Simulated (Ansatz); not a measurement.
# Work function of Fe(111): what the settings cost and change

How thick a slab and how much vacuum does the work function of Fe(111) need?

Program: Ansatz 0.2.0. Level of theory: plane-wave DFT, PBE, Ansatz PAW. Results are calculated unless marked as measured.

Experimental background.

“Anisotropic work function of elemental crystals” (2019, arxiv:1902.07811) quotes from earlier work for Fe (clean (111) face, a compiled value): work function (clean (111) face, a compiled value) 4.81 eV.

**1. The structure**

The cell holds 1 atom: 1 Fe. Cell: a = 4.059 Å, b = 4.059 Å, c = 18.000 Å, α = 90.0°, β = 90.0°, γ = 60.0°. Vacuum lies along c.

**2. Slab, setting 1 layer**

A work function rests on the faint tail of the density, so the SCF threshold is tight. The slab grows from one layer, at fixed mesh and 18 Å of vacuum; then the vacuum is varied on one slab.

input.yaml

```yaml
crystal:
  lattice:
    - [4.058792924, 0.0, 0.0]
    - [2.029396462, 3.5150177809, 0.0]
    - [0.0, 0.0, 18.0]
  atoms:
    - { symbol: Fe, position: [0.6666666667, 0.6666666667, 0.5], spin: 2.5 }
magnetization:
  spin_polarized: true
kpoints:
  mp_grid: { grid: [12, 12, 1] }
hamiltonian:
  xc: pbe
scf:
  occupations: { method: fermi_dirac, width: 0.1 }
  convergence: { dr2_threshold: 1.0e-09 }
efield:
  axis: 3
  dipole_correction: true
  ramp_position: 0.97
  ramp_width: 0.06
output:
  write_potential: true
  write_density: true
  volumetric_format: npy
  elf: true
```

On the command line:

```bash
$ ansatz run input.yaml --threads 4 --pin off --max-ram 6144MiB --backend cpu --events-out ev --progress --plain --runs-dir out
```

Planned after this: slab, 2 atoms; slab, 3 atoms; slab, 4 atoms; run, 5 atoms; slab, 6 atoms; slab, 8 atoms; slab, 10 atoms; run, 13 atoms; run, 11 atoms; slab, 11 atoms; slab, 11 atoms (run 2); the series together; A changed input.

Before running: what should come out for the work function, 5 layers; and work function, 13 layers?

The thickest slab gives 3.82 eV, and the settings tried spread the value from 3.79 to 4.18 eV. At 18 Å of vacuum, the slabs from 5 layers on stay within 0.05 eV of the thickest. Going from 10 to 26 Å of vacuum moves it by 0.006 eV.

| Quantity | Value |
| --- | --- |
| work function, 1 layer | 4.177 eV |
| work function, 5 layers | 3.790 eV |
| work function, 6 layers | 3.863 eV |
| work function, 13 layers | 3.820 eV |

The program marks the value as in doubt in “11 layer, 10 Å of vacuum”. The ladder's slabs use the tabulated experimental lattice constant (two decimals; a low-temperature value for the alkali metals). This open face is not relaxed here, and relaxation moves such faces by up to a few tenths of an eV. The magnetic order is the one reached from the typed start; other orders were not compared. In 1 run of the series (11 layer, 10 Å of vacuum) the program warns that electrons reach the sawtooth's ramp, which makes dipole and work function less sure.

Calculation against experiment:

| quantity | measured | 13 layers |
| --- | --- | --- |
| work function (clean (111) face, a compiled value) (eV) | 4.81 | 3.82 (-0.99 eV) |

Measured values from arxiv:1902.07811 (2019).

How well it matches: The work function is off by -0.99 eV: a clear miss. The grades are ours: good and fair within 3 and 7 % for the work function. No cell relaxation is part of this session.

[Logs are printed without paths, hosts, clocks, repeated set-up lines and the standing remarks that a program may print on its own settings, such as how far it seeks lower states.]

[Hosts, paths, dates, database ids (printed as entryN), source tags and the programs' standing remarks are cut or masked in the printed files.]

[Maps of the electrostatic potential energy from Ansatz leave out the sawtooth potential of an applied field or a dipole correction, so their vacuum need not be flat; planar profiles and work functions include it.]
